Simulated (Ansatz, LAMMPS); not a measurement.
# Convergence of a linear-scaling basis for glassy 69SiO2-10CaO-10Na2O-10BaO (mol %) (81 atoms)

Aim: test how closely localised support functions follow the reference on glassy 69SiO2-10CaO-10Na2O-10BaO (mol %) (81 atoms), and at what cost. A setting counts as converged where the r.m.s. difference of forces stays under 1 % of the r.m.s. force.

Calculated with Ansatz 0.2.0; Kohn-Sham DFT, PBE, PAW (set soft_2), plane waves.

## Step 1: Set-up

The cell holds 81 atoms: 20 Si, 3 Ca, 6 Na, 3 Ba and 49 O. Cell: a = 10.400 Å, b = 10.400 Å, c = 10.400 Å, α = 90.0°, β = 90.0°, γ = 90.0°. 81 atoms (20 Si, 3 Ca, 6 Na, 3 Ba, 49 O) placed at random at 2.8 g/cm³, melted at 4000 K for 10 ps at fixed volume with the Morse and Coulomb pair potential with partial charges (Pedone, Malavasi, Menziani, Cormack and Segre, J. Phys. Chem. B 110, 11780 (2006)). Quenched from 4000 K to 300 K at 8 K/ps and fixed volume, held 10 ps at zero pressure.

Before any run, some limits are plain. The quench rate of 8 K/ps is orders of magnitude faster than experiment, which tends to freeze in extra defects. The starting topology of bonds comes from the classical model, and needn't be the one that DFT or experiment would give. The Brillouin zone is sampled at Γ only, in a cell whose shortest periodic width is 10 Å. No spin–orbit coupling is included, so levels derived from the heavy atoms are approximate.

## Step 2: How the cell was made

A classical potential makes the cell, at a small fraction of what the same run would cost in DFT.

This step: classical MD, Morse and Coulomb pair potential with partial charges (Pedone, Malavasi, Menziani, Cormack and Segre, J. Phys. Chem. B 110, 11780 (2006)) (LAMMPS 22 Jul 2025 - Update 4).

File in.lmp:

```
# melt-quench of Si20Ca3Na6Ba3O49
units metal
atom_style charge
boundary p p p
region box block 0 10.6132 0 10.6132 0 10.6132
create_box 5 box
mass 1 28.0850   # Si
mass 2 40.0780   # Ca
mass 3 22.9898   # Na
mass 4 137.3270   # Ba
mass 5 15.9990   # O
create_atoms 1 random 20 81878 NULL overlap 1.5 maxtry 2000
create_atoms 2 random 3 81885 NULL overlap 1.5 maxtry 2000
create_atoms 3 random 6 81892 NULL overlap 1.5 maxtry 2000
create_atoms 4 random 3 81899 NULL overlap 1.5 maxtry 2000
create_atoms 5 random 49 81906 NULL overlap 1.5 maxtry 2000
pair_style hybrid/overlay pedone 5.5 coul/long 8.0
pair_coeff * * coul/long
pair_coeff 1 5 pedone 0.340554 2.006700 2.100000 1   # Si-O
pair_coeff 2 5 pedone 0.030211 2.241334 2.923245 5   # Ca-O
pair_coeff 3 5 pedone 0.023363 1.763867 3.006315 5   # Na-O
pair_coeff 4 5 pedone 0.065011 1.547596 3.393410 5   # Ba-O
pair_coeff 5 5 pedone 0.042395 1.379316 3.618701 22   # O-O
set type 1 charge 2.4
set type 2 charge 1.2
set type 3 charge 0.6
set type 4 charge 1.2
set type 5 charge -1.2
kspace_style pppm 1.0e-4
neigh_modify delay 0 every 1 check yes
thermo_style custom step time temp pe press density
thermo_modify norm yes
timestep 0.002
thermo 100
# [... 15 lines left out ...]
fix md all nvt temp 4000 300 0.2
run 231250 post no
unfix md
thermo 1666
fix md all npt temp 300 300 0.2 iso 0 0 2
run 5000 post no
unfix md
write_dump all custom glass.dump id type xs ys zs modify sort id
```

Launch:

```sh
$ lmp -in in.lmp -log none -nocite
```

Standard output:

```text
LAMMPS (22 Jul 2025 - Update 4)
Created orthogonal box = (0 0 0) to (10.6132 10.6132 10.6132)
Created 20 atoms
Created 3 atoms
Created 6 atoms
Created 3 atoms
Created 49 atoms
PPPM initialization ...
  G vector (1/distance) = 0.38486479
  grid = 12 12 12
  estimated relative force accuracy = 4.8233843e-05
   Step          Time           Temp          PotEng         Press         Density
         0   0              0              2.8158867      730181.49      2.800003
        81   0.162          0             -14.472137     -34174.314      2.800003
Loop time of 0.0377836 s on 1 MPI rank(s) for 81 steps with 81 atoms
Minimization stats:
  Stopping criterion = energy tolerance
  Energy initial, next-to-last, final =
      2.81588669193977  -14.4709199618868  -14.4721369016633
  Force two-norm initial, final = 306.11976 2.0068996
  Iterations, force evaluations = 81 95
   Step          Time           Temp          PotEng         Press         Density
[... 7 lines left out ...]
      2499   4.998          3911.1144     -14.065666      22315.599      2.800003
      3332   6.664          3453.3352     -13.943691      24706.892      2.800003
      4165   8.33           3997.8142     -13.868595      15728.748      2.800003
      4998   9.996          4261.4846     -14.118756      20190.259      2.800003
      5831   11.662         3963.7872     -14.045684      10717.137      2.800003
[... 1 line left out ...]
Loop time of 1.70195 s on 1 MPI rank(s) for 5000 steps with 81 atoms
   Step          Time           Temp          PotEng         Press         Density
[... 12 lines left out ...]
Loop time of 75.7737 s on 1 MPI rank(s) for 231250 steps with 81 atoms
   Step          Time           Temp          PotEng         Press         Density
[... 1 line left out ...]
    238238   476.476        274.57468     -14.594494     -471.5803       2.9678338
    239904   479.808        314.11128     -14.591673      7371.0502      2.9892444
    241570   483.14         277.21168     -14.5937        893.77247      3.0239715
    242250   484.5          312.07787     -14.595329     -2276.9144      2.9758177
Loop time of 2.21993 s on 1 MPI rank(s) for 5000 steps with 81 atoms
```

The job ended after 80 s (1 thread of Arm Neoverse V2, shared host; peak memory 0.07 GiB).

## Step 3: Plane-wave single point

This run is the reference for what follows, at a cutoff of 420 eV.

File input.yaml:

```yaml
crystal:
  lattice:
    - [10.39993, 0.0, 0.0]
    - [0.0, 10.39993, 0.0]
    - [0.0, 0.0, 10.39993]
  atoms:
    - { symbol: Si, position: [0.67104, 0.7607, 0.17296] }
    - { symbol: Si, position: [0.54943, 0.59924, 0.86875] }
    - { symbol: Si, position: [0.53176, 0.49592, 0.5924] }
    - { symbol: Si, position: [0.17683, 0.39796, 0.73828] }
    - { symbol: Si, position: [0.27039, 0.65924, 0.84203] }
    - { symbol: Si, position: [0.83558, 0.64651, 0.8007] }
    - { symbol: Si, position: [0.76122, 0.26318, 0.01639] }
    - { symbol: Si, position: [0.3186, 0.13245, 0.66541] }
    - { symbol: Si, position: [0.51622, 0.41968, 0.11017] }
    - { symbol: Si, position: [0.24449, 0.04, 0.94172] }
    - { symbol: Si, position: [0.24678, 0.4917, 0.4702] }
    - { symbol: Si, position: [0.0735, 0.93819, 0.15194] }
    - { symbol: Si, position: [0.85851, 0.80041, 0.53317] }
    - { symbol: Si, position: [0.98046, 0.40967, 0.16915] }
    - { symbol: Si, position: [0.89292, 0.3471, 0.7548] }
    - { symbol: Si, position: [0.25339, 0.27039, 0.12959] }
    - { symbol: Si, position: [0.58076, 0.77577, 0.47027] }
    - { symbol: Si, position: [0.50557, 0.95034, 0.02461] }
    - { symbol: Si, position: [0.80401, 0.04115, 0.20625] }
    - { symbol: Si, position: [0.04086, 0.67788, 0.02682] }
    - { symbol: Ca, position: [0.17223, 0.84473, 0.53416] }
    - { symbol: Ca, position: [0.35945, 0.96931, 0.32206] }
    - { symbol: Ca, position: [0.73309, 0.52714, 0.34654] }
    - { symbol: Na, position: [0.4431, 0.88382, 0.71806] }
    - { symbol: Na, position: [0.95314, 0.49276, 0.50602] }
    - { symbol: Na, position: [0.79278, 0.27433, 0.44005] }
    - { symbol: Na, position: [0.49682, 0.26143, 0.84735] }
    - { symbol: Na, position: [0.34102, 0.6534, 0.23308] }
    - { symbol: Na, position: [0.03651, 0.67528, 0.30614] }
    - { symbol: Ba, position: [0.71883, 0.06335, 0.68276] }
    - { symbol: Ba, position: [0.50869, 0.21059, 0.37836] }
    - { symbol: Ba, position: [0.06425, 0.17547, 0.41601] }
    - { symbol: O, position: [0.35916, 0.94399, 0.99691] }
    - { symbol: O, position: [0.85448, 0.74457, 0.68289] }
    - { symbol: O, position: [0.77992, 0.13021, 0.08276] }
    - { symbol: O, position: [0.71473, 0.85261, 0.51663] }
    - { symbol: O, position: [0.26755, 0.03984, 0.78786] }
    - { symbol: O, position: [0.75701, 0.64058, 0.14736] }
    - { symbol: O, position: [0.5163, 0.03452, 0.162] }
    - { symbol: O, position: [0.85224, 0.49526, 0.74697] }
    - { symbol: O, position: [0.96286, 0.02223, 0.21485] }
    - { symbol: O, position: [0.38482, 0.47495, 0.54259] }
    - { symbol: O, position: [0.20895, 0.7327, 0.73069] }
    - { symbol: O, position: [0.60126, 0.74749, 0.3129] }
    - { symbol: O, position: [0.75208, 0.89846, 0.17902] }
    - { symbol: O, position: [0.14798, 0.45747, 0.59517] }
    - { symbol: O, position: [0.51918, 0.52868, 0.00019] }
    - { symbol: O, position: [0.68979, 0.6599, 0.85121] }
    - { symbol: O, position: [0.19581, 0.69294, 0.97769] }
    - { symbol: O, position: [0.22518, 0.39894, 0.36174] }
    - { symbol: O, position: [0.58038, 0.64019, 0.53871] }
    - { symbol: O, position: [0.03688, 0.3558, 0.8065] }
    - { symbol: O, position: [0.22408, 0.63235, 0.4251] }
    - { symbol: O, position: [0.45966, 0.8576, 0.48886] }
    - { symbol: O, position: [0.12301, 0.99223, 0.01832] }
    - { symbol: O, position: [0.62838, 0.39753, 0.53304] }
    - { symbol: O, position: [0.46638, 0.14413, 0.64934] }
    - { symbol: O, position: [0.95069, 0.65056, 0.9024] }
    - { symbol: O, position: [0.02925, 0.55075, 0.11441] }
    - { symbol: O, position: [0.90239, 0.2771, 0.62104] }
    - { symbol: O, position: [0.85994, 0.35833, 0.07437] }
    - { symbol: O, position: [0.00831, 0.79791, 0.10611] }
    - { symbol: O, position: [0.75322, 0.10711, 0.32561] }
    - { symbol: O, position: [0.42462, 0.68619, 0.83608] }
    - { symbol: O, position: [0.37026, 0.36756, 0.11026] }
    - { symbol: O, position: [0.25353, 0.26607, 0.70218] }
    - { symbol: O, position: [0.95768, 0.91171, 0.52496] }
    - { symbol: O, position: [0.27498, 0.18384, 0.9875] }
    - { symbol: O, position: [0.08959, 0.30742, 0.13753] }
    - { symbol: O, position: [0.57155, 0.00788, 0.89915] }
    - { symbol: O, position: [0.2659, 0.16348, 0.22616] }
    - { symbol: O, position: [0.87322, 0.68366, 0.43676] }
    - { symbol: O, position: [0.54436, 0.48702, 0.75029] }
    - { symbol: O, position: [0.25129, 0.50086, 0.81819] }
    - { symbol: O, position: [0.27088, 0.07106, 0.53502] }
    - { symbol: O, position: [0.62017, 0.31671, 0.04291] }
    - { symbol: O, position: [0.55387, 0.44103, 0.25199] }
    - { symbol: O, position: [0.16528, 0.89853, 0.26732] }
    - { symbol: O, position: [0.56563, 0.80032, 0.06148] }
    - { symbol: O, position: [0.79523, 0.27145, 0.86035] }
    - { symbol: O, position: [0.9258, 0.41047, 0.30247] }
kpoints:
  mp_grid: { grid: [1, 1, 1] }
hamiltonian:
  xc: pbe
scf:
  occupations: { method: fixed }
output:
  forces: true
  stress: true
  populations: true
  dos:
    method: { smearing: { sigma: 0.15 } }
    de: 0.1
    projected: { site_lists: { Ba: [Ba], Ca: [Ca], Na: [Na], O: [O], Si: [Si] } }
  eigenvalues: true
  write_density: true
  write_potential: true
  volumetric_format: npy
```

Launch:

```sh
$ ansatz run input.yaml --threads 4 --pin off --max-ram 8192MiB --backend cpu --events-out ev --progress --plain --runs-dir out
```

Standard output:

```text
Engine: ansatz 0.2.0, aarch64-unknown-linux-gnu
Pseudopotentials: kind: paw
Pseudopotential: Si, paw, valence charge 4, recommended cutoff 420 eV (normal), Si.paw.azcp
Pseudopotential: Ca, paw, valence charge 10, recommended cutoff 420 eV (normal), Ca.paw.azcp
Pseudopotential: Na, paw, valence charge 9, recommended cutoff 420 eV (normal), Na.paw.azcp
Pseudopotential: Ba, paw, valence charge 10, recommended cutoff 420 eV (normal), Ba.paw.azcp
Pseudopotential: O, paw, valence charge 6, recommended cutoff 420 eV (normal), O.paw.azcp
Functional definition: PBE
  parameter kappa = 0.804
  parameter beta = 0.066725
  exchange = pbe_x(kappa = kappa, mu = beta*pi^2/3)
  correlation = pbe_c(beta = beta)
Crystal: 81 atoms, lattice volume = 1124.841 Å³
Basis set: ecut = 420 eV, 22119 PW (Γ), exchange–correlation on 144×144×144 points (8 copies of the dense FFT grid, shifted against one another)
Bands: 325, of which v1, the nominal top of the filled ones, is band 244 counted from 1 (243 counted from 0)
Symmetry: 1 space group operations
Space group: P1 (ITA 1), of the structure as read, at distance tolerance 1.0e-4 Å
k-points: 1
Non-local potential: Si, projectors of the file, l = 0: 2, l = 1: 2, l = 2: 2
Non-local potential: Ca, projectors of the file, l = 0: 3, l = 1: 2, l = 2: 2
Non-local potential: Na, projectors of the file, l = 0: 3, l = 1: 2, l = 2: 1
Non-local potential: Ba, projectors of the file, l = 0: 3, l = 1: 2, l = 2: 2, l = 3: 2
Non-local potential: O, projectors of the file, l = 0: 2, l = 1: 2, l = 2: 1
PAW form: soft (Blöchl's): semilocal exchange-correlation on the pseudo side does not see the compensation charge
PAW one-centre angular grid: Si, 110 points (default); XC on 64 Gauss nodes
PAW one-centre angular grid: Ca, 110 points (default); XC on 64 Gauss nodes
PAW one-centre angular grid: Na, 110 points (default); XC on 64 Gauss nodes
PAW one-centre angular grid: Ba, 194 points (default); XC on 64 Gauss nodes
PAW one-centre angular grid: O, 110 points (default); XC on 64 Gauss nodes
Initial density: superposition of atomic densities (neutral atoms: chi_scale 0, normalization atom), corrected by the library's trained network
Initial wavefunctions: pseudopotential atomic-orbital guess
Functional: x = pbe(κ = 0.804, μ = 0.219515), c = pbe(β = 0.066725)
SCF iter   1: F=—  HF=-72825.079085 eV  |F-HF|=—  |Δ(HF+E_count)|=         —  Δρ=2.07e-3  dr2=5.53e-2  ethr=1.77e-3  ⟨swp⟩=5.0  Hψ=1262  notcnv=0  defer=79
preconditioner: auto → Resta (q_TF=auto, 2.374 Å⁻¹)  ε∞=3.1  [insulator: Δε(μ)=2.953 eV  Ē_g=16.505 eV  n_scr=250 (ndim 8)  ℏωp=23.8 eV  f_vac=0.109  ε∞_Penn≈3.1]
SCF iter   2: F=—  HF=-72825.082732 eV  |F-HF|=—  |Δ(HF+E_count)|=   3.65e-3  Δρ=1.11e-3  dr2=1.32e-2  ethr=1.13e-5  ⟨swp⟩=3.0  Hψ=535  notcnv=0  defer=79
SCF iter   3: F=—  HF=-72825.085722 eV  |F-HF|=—  |Δ(HF+E_count)|=   2.99e-3  Δρ=5.22e-4  dr2=4.05e-3  ethr=2.70e-6  ⟨swp⟩=3.0  Hψ=412  notcnv=0  defer=79
SCF iter   4: F=—  HF=-72825.085947 eV  |F-HF|=—  |Δ(HF+E_count)|=   2.26e-4  Δρ=1.60e-4  dr2=3.16e-4  ethr=8.31e-7  ⟨swp⟩=2.0  Hψ=411  notcnv=0  defer=79
SCF iter   5: F=—  HF=-72825.086030 eV  |F-HF|=—  |Δ(HF+E_count)|=   8.28e-5  Δρ=9.64e-5  dr2=9.33e-5  ethr=6.47e-8  ⟨swp⟩=2.0  Hψ=407  notcnv=0  defer=79
SCF iter   6: F=—  HF=-72825.087725 eV  |F-HF|=—  |Δ(HF+E_count)|=   1.69e-3  Δρ=2.49e-5  dr2=6.68e-6  ethr=1.91e-8  ⟨swp⟩=2.0  Hψ=549  notcnv=0  defer=79
SCF iter   7: F=—  HF=-72825.087730 eV  |F-HF|=—  |Δ(HF+E_count)|=   4.94e-6  Δρ=1.30e-5  dr2=1.65e-6  ethr=1.37e-9  ⟨swp⟩=2.0  Hψ=425  notcnv=0  defer=79
SCF iter   8: F=—  HF=-72825.087730 eV  |F-HF|=—  |Δ(HF+E_count)|=   5.97e-7  Δρ=4.64e-6  dr2=2.39e-7  ethr=3.39e-10  ⟨swp⟩=2.0  Hψ=425  notcnv=0  defer=79
SCF iter   9: F=-72825.087731 eV  HF=-72825.087731 eV  |F-HF|=1.53e-8  |Δ(HF+E_count)|=   1.61e-7  Δρ=1.47e-6  dr2=2.60e-8  ethr=2.05e-11  ⟨swp⟩=25.0  Hψ=3413  notcnv=0
SCF 1 converged in 9 iterations: F = -72825.087731 eV  dr2 = 2.60e-8
  greatest PAW one-centre occupation: 0.999 electrons in one spin orbital (limit 2), on the Na atom at site 25 (counted from 0), in its partial waves of l = 0
WARN: The input density's exchange-correlation potential varies sharply where the density is thin. Do not read a vacuum level from v_tot or v_xc, or from such a field of the output density. On a cell that repeats whose density bears no net charge and no dipole along the vacuum's axis use v_es (v_loc + v_h of the components); [...]
SCF converged after 9 iterations
Free energy (F): -72825.087731 eV
Harris-Foulkes:  -72825.087731 eV  (|F-HF|=1.53e-8)
Internal energy: -72825.087731 eV  (E = F + TS)
E sigma→0 (E₀):  -72825.087731 eV
Fermi energy:    5.242532 eV
--- Per-component energies (eV) ---
  E_band       = -3024.081408
  E_kinetic    = 11730.649922
  E_local      = -35616.211472  (includes V_loc(G=0)·N_el)
  E_nonlocal   = 3900.467594
  E_hartree    = 13099.555258
  E_xc         = -5927.087295
  E_vxc        = -6845.922194  (∫ρ·V_xc dr)
  E_paw        = -37879.295199  (= ΣΔE_a)
  E_vpaw       = -2392.300809  (= ΣTr[D̂ρ^β])
  E_aug_tail   = 0.124905  (compensation charges beyond the density's cutoff)
  E_ewald      = -22133.291444
  E_smearing   = -0.000000  (= −TS)
  E_closure    = 0.000000  (closes the sum)
  Σ components = -72825.087731   (vs F -72825.087731, Δ=0.00e0)
--- Forces (eV/Å), atoms counted from 1 ---
  atom   1  Si     1.25595949     2.59653299    -1.33107221
  atom   2  Si    -0.00054440    -1.16981355    -1.29332322
  atom   3  Si    -0.92632342     0.94943348     0.33805776
  atom   4  Si    -2.07809240    -1.32221120    -1.16496472
  atom   5  Si    -1.28275242    -1.39104573     0.26183535
  atom   6  Si     0.62827139    -1.99863084    -0.81189340
  atom   7  Si     0.38140716     0.68218464    -0.70471748
  atom   8  Si    -1.46110387    -0.45165114     1.23401037
  atom   9  Si     1.26119401    -1.22099187    -1.96112248
  atom  10  Si     3.13669011     0.29502534     0.75297769
  atom  11  Si     0.37287687     0.76650243     3.47807470
  atom  12  Si    -0.60601363    -2.05387163     0.09205861
  atom  13  Si     0.23069766    -2.00280070     0.52428858
  atom  14  Si    -0.03241227     0.05314213    -6.39616776
[...]
atom  80  O     -0.36317253    -0.96251685    -1.35851524
  atom  81  O     -2.10210613     0.17652439     6.01195401
  max |Σ_I F_I| component: 7.13e-5 eV/Å
--- Stress (GPa, compression-positive) ---
        5.728218      -0.568812       2.452373
       -0.568814       6.698485       0.780735
        2.452372       0.780734       4.182922
  P = ⅓ Tr σ = 5.5365 GPa (55.365 kbar)
--- Band table (eV) ---
  k-point 0: bands = ["-46.7897", "-46.5671", "-45.9873", "-45.9317", [... 309 levels ...], "13.2705", "13.3541", "13.3715", "13.3785", "13.4031", "13.4625", "13.5026", "13.5313", "13.5541", "13.6014", "13.6515", "13.6815"]
--- Löwdin populations: 81 sites ---
  site symbol       q [e]
     0     Si      2.3421
     1     Si      2.2223
     2     Si      2.3100
[...]
80      O      7.0279
  spilling = 0.012721 (of n_electrons = 488.000000)
```

Wall time 17 s (4 threads of Arm Neoverse V2, shared host); peak memory 1.4 GiB; 62 s of CPU time.

The program notes that the exchange-correlation potential is rough where the density is thin.

The run gave:

```
free energy                                      : -72825.0877 eV
free energy per atom                             : -899.0752 eV/atom
SCF cycles                                       : 9
pressure                                         : 5.537 GPa
r.m.s. force component                           : 1.582 eV/Å
longest force                                    : 6.396 eV/Å
Fermi energy                                     : 5.243 eV
gap (highest filled to lowest empty level) : 2.821 eV
spilling of the projection                       : 0.01272
```

The r.m.s. force component of 1.6 eV/Å sets the scale for the differences below.

[end of part 1 of 3]

[Long decimals in the printed logs are rounded to 6 places.]

[Logs are printed without paths, hosts, clocks, repeated set-up lines and the standing remarks that a program may print on its own settings, such as how far it seeks lower states.]

[Hosts, paths, dates, database ids (printed as entryN), source tags and the programs' standing remarks are cut or masked in the printed files.]
